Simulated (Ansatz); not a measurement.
# C on Mo(100): change of the work function, part 4 of 4

Aim: the work function of Mo(100) at several coverages of C (hollow site), and the dipole that each adsorbate carries.

Ansatz 0.2.0; plane-wave DFT, PBE, Ansatz PAW.

So far, work function, upper face (eV): step 2 (the clean slab) 3.83; step 3 (37 atoms, coverage 0.111 ML, cell 3x3) 3.90; step 4 (17 atoms, coverage 0.25 ML, cell 2x2) 4.08.

## (5) Adsorbate added, k-mesh 6×6×1, coverage 0.5 ML (continued)

The density of states has structure finer than the step of the table below, so its rows give means over 0.25 eV. Peaks (eV: height): -3.430: 56.4, -2.800: 53.5, -0.330: 55.3, 0.750: 45.5, 1.260: 60.0, 1.350: 44.9, 1.470: 70.7.

Density of states against energy, zero at the Fermi level; means over each step:

energy (eV), density of states (states/eV a cell) and a bar:
```
    -6.25        0.0 
    -6.00        0.0 
    -5.75        1.3 #
    -5.50        1.6 #
    -5.25        3.7 ###
    -5.00        7.1 ######
    -4.75        7.1 ######
    -4.50       15.0 ############
    -4.25       11.0 #########
    -4.00       21.8 #################
    -3.75       16.6 #############
    -3.50       23.9 ###################
    -3.25       20.2 ################
    -3.00       15.8 ############
    -2.75       32.8 ##########################
    -2.50       26.7 #####################
    -2.25       23.9 ###################
    -2.00       17.8 ##############
    -1.75       19.9 ################
    -1.50       25.3 ####################
    -1.25       21.7 #################
    -1.00       15.0 ############
    -0.75       17.5 ##############
    -0.50       23.3 ##################
    -0.25       29.7 #######################
     0.00       14.0 ###########
     0.25       10.6 ########
     0.50       11.5 #########
     0.75       15.6 ############
     1.00       26.0 ####################
     1.25       31.3 ########################
     1.50       38.3 ##############################
```

The relaxation took 5 steps and lowered the energy by 1.7 eV; the largest force on the free atoms ends at 0.0033 eV/Å.

The covered face has 4.40 eV, +0.57 eV against the clean one; the bare back face has moved by +0.10 eV, a measure of how thin the slab is.

## (6) The covered slab, k-mesh 12×12×1, coverage 1 ML

System of this step: Mo4C (C/Mo(100)). The cell holds 5 atoms: 4 Mo and 1 C. Cell: a = 3.150 Å, b = 3.150 Å, c = 23.406 Å, α = 90.0°, β = 90.0°, γ = 90.0°. Vacuum lies along c.

Another coverage, to see how the dipoles act on each other as their distance changes.

input.yaml

```yaml
crystal:
  lattice:
    - [3.15, 0.0, 0.0]
    - [0.0, 3.15, 0.0]
    - [0.0, 0.0, 23.4056268313]
  atoms:
    - { symbol: Mo, position: [0.5, 0.5, 0.3845229211] }
    - { symbol: Mo, position: [0.0, 0.0, 0.4518144323] }
    - { symbol: Mo, position: [0.5, 0.5, 0.5219672998] }
    - { symbol: Mo, position: [0.0, 0.0, 0.5810071388] }
    - { symbol: C, position: [0.5, 0.5, 0.6154770789] }
kpoints:
  mp_grid: { grid: [12, 12, 1] }
hamiltonian:
  xc: pbe
scf:
  occupations: { method: fermi_dirac, width: 0.1 }
  convergence: { dr2_threshold: 1.0e-08 }
efield:
  axis: 3
  dipole_correction: true
  ramp_position: 0.97
  ramp_width: 0.06
relax:
  f_tol: 0.02
  max_steps: 60
  constraints: [{ sites: [0, 1] }]
output:
  write_potential: true
  write_density: true
  volumetric_format: npy
```

Command:

```bash
ansatz run input.yaml --threads 4 --pin off --max-ram 16384MiB --backend cpu --events-out ev --progress --plain --runs-dir out
```

What it wrote:

```text
[...]
Crystal: 5 atoms, lattice volume = 232.242 Å³
Basis set: ecut = 420 eV, 4591 PW (Γ), exchange–correlation on 48×48×320 points (8 copies of the dense FFT grid, shifted against one another)
Bands: 36, of which v1, the nominal top of the filled ones, is band 30 counted from 1 (29 counted from 0)
Symmetry: 8 space group operations
[...]
F+E_penalty+E_count = -20071.69050190 eV   max|allowed force component| = 6.084e-3 eV/Å
  atoms:
    - { symbol: Mo, position: [0.500000, 0.500000, 0.3845229211] }
    - { symbol: Mo, position: [0.0, 0.0, 0.451814] }
    - { symbol: Mo, position: [0.500000, 0.500000, 0.517676] }
    - { symbol: Mo, position: [1.821122e-17, 0, 0.593622] }
    - { symbol: C, position: [0.500000, 0.500000, 0.606783] }
[key lines of the parts left out:]
SCF converged after 7 iterations
Free energy (F): -20071.690502 eV
Fermi energy:    3.128354 eV
Dipole field:    D = -0.013841 V/Å  (p = -0.017765 e·Å, saw-weighted, corrected)
Work function:   Φ+ = 4.3254 eV   Φ− = 4.0014 eV
```

Run time: 30 s. Hardware: 4 threads of Arm Neoverse V1, shared host; peak memory 0.59 GiB; 1.9 min of CPU time.

The steps of the relaxation:

```csv
step,energy less that of the first step (eV),largest force component (eV/Å)
1,0.0000,5.9160
2,-1.0592,1.8663
3,-1.2350,0.8090
4,-1.2551,0.1741
5,-1.2559,0.0332
6,-1.2561,0.0061
```

Forces are held to the 8 operations that the program found; a distortion that breaks them can't arise in this run.

The atoms that moved most (Å):

```csv
atom,dx,dy,dz,length
Mo4,0.000,0.000,0.295,0.295
C5,0.000,0.000,-0.203,0.203
Mo3,0.000,0.000,-0.100,0.100
```

Final coordinates:

```xyz
5
Lattice="3.1500 0.0000 0.0000 0.0000 3.1500 0.0000 0.0000 0.0000 23.4056" Properties=species:S:1:pos:R:3
Mo    1.5750    1.5750    9.0000
Mo    0.0000    0.0000   10.5750
Mo    1.5750    1.5750   12.1165
Mo    0.0000    0.0000   13.8941
C     1.5750    1.5750   14.2021
```

Running mean over 1.575 Å of the planar mean; the ramp of the sawtooth is left out. Electron's electrostatic potential energy less the Fermi level against z:

```csv
z (Å),electron's electrostatic potential energy less the Fermi level (eV)
3.0,4.00
3.5,4.00
4.0,4.00
4.5,4.00
5.0,3.99
5.5,3.97
6.0,3.91
6.5,3.74
7.0,3.25
7.5,1.70
8.0,-2.54
8.5,-8.19
9.0,-11.5
9.5,-12.3
10.0,-12.5
10.5,-12.7
11.0,-13.1
11.5,-13.2
12.0,-12.7
12.5,-11.4
13.0,-11.1
13.5,-14.1
14.0,-15.7
14.5,-11.5
15.0,-3.49
15.5,2.28
16.0,3.85
16.5,4.21
17.0,4.30
17.5,4.32
18.0,4.32
18.5,4.32
19.0,4.32
19.5,4.33
20.0,4.33
```

The relaxation took 6 steps and lowered the energy by 1.3 eV; the largest force on the free atoms ends at 0.0061 eV/Å.

The covered face has 4.33 eV, +0.50 eV against the clean one; the bare back face has moved by +0.14 eV, a measure of how thin the slab is.

## (7) Work function against coverage

This step: plane-wave DFT, PBE, Ansatz PAW; work function against coverage (Ansatz 0.2.0).

The runs are now put side by side.

This step gave:

* work function of the clean face: 3.830 eV
* largest change of the work function: 0.5732 eV

The work function of the covered face by coverage:

```csv
coverage (adsorbates/nm²),work function of the covered face (eV)
0.00,3.83
1.12,3.90
2.52,4.08
5.04,4.40
10.08,4.33
```

The dipole per adsorbate comes from the change of the cell's dipole. Coverage, by row:

```csv
coverage (1/nm²),coverage (ML),work function (eV),change (eV),"dipole per adsorbate, positive end outwards (debye)",mean height of the added atoms over the highest substrate atom (Å)
1.12,0.1111,3.905,0.07439,-0.146,0.5758
2.52,0.25,4.082,0.2516,-0.232,0.5474
5.039,0.5,4.404,0.5732,-0.251,0.4345
10.08,1,4.325,0.495,-0.093,0.308
```

## (8) Summary of results

```yaml
work_function_of_the_clean_face: 3.83 eV
work_function_at_0p11_ml: 3.90 eV
work_function_at_0p25_ml: 4.08 eV
work_function_at_0p5_ml: 4.40 eV
work_function_at_1_ml: 4.33 eV
dipole_per_adsorbate_at_0p11_ml_positive_end_outwards: -0.15 D
```

At the lowest coverage C changes the work function of Mo(100) by under 0.15 eV, within the error of so thin a slab; the largest change, +0.57 eV, comes at higher coverage. The slab has 4 layers, at the tabulated experimental lattice constant, one starting site was run, and quantum-size effects of a slab this thin can reach one or two tenths of an eV.

[Long decimals in the printed logs are rounded to 6 places.]

[Logs are printed without paths, hosts, clocks, repeated set-up lines and the standing remarks that a program may print on its own settings, such as how far it seeks lower states.]

[Hosts, paths, dates, database ids (printed as entryN), source tags and the programs' standing remarks are cut or masked in the printed files.]

[Maps of the electrostatic potential energy from Ansatz leave out the sawtooth potential of an applied field or a dipole correction, so their vacuum need not be flat; planar profiles and work functions include it.]

[The density of states shown here was stored with 400 of the rows of the run's finer table, so its peaks can read low, often by over a quarter, or be missed, and its means over a window can be off by a tenth or more.]
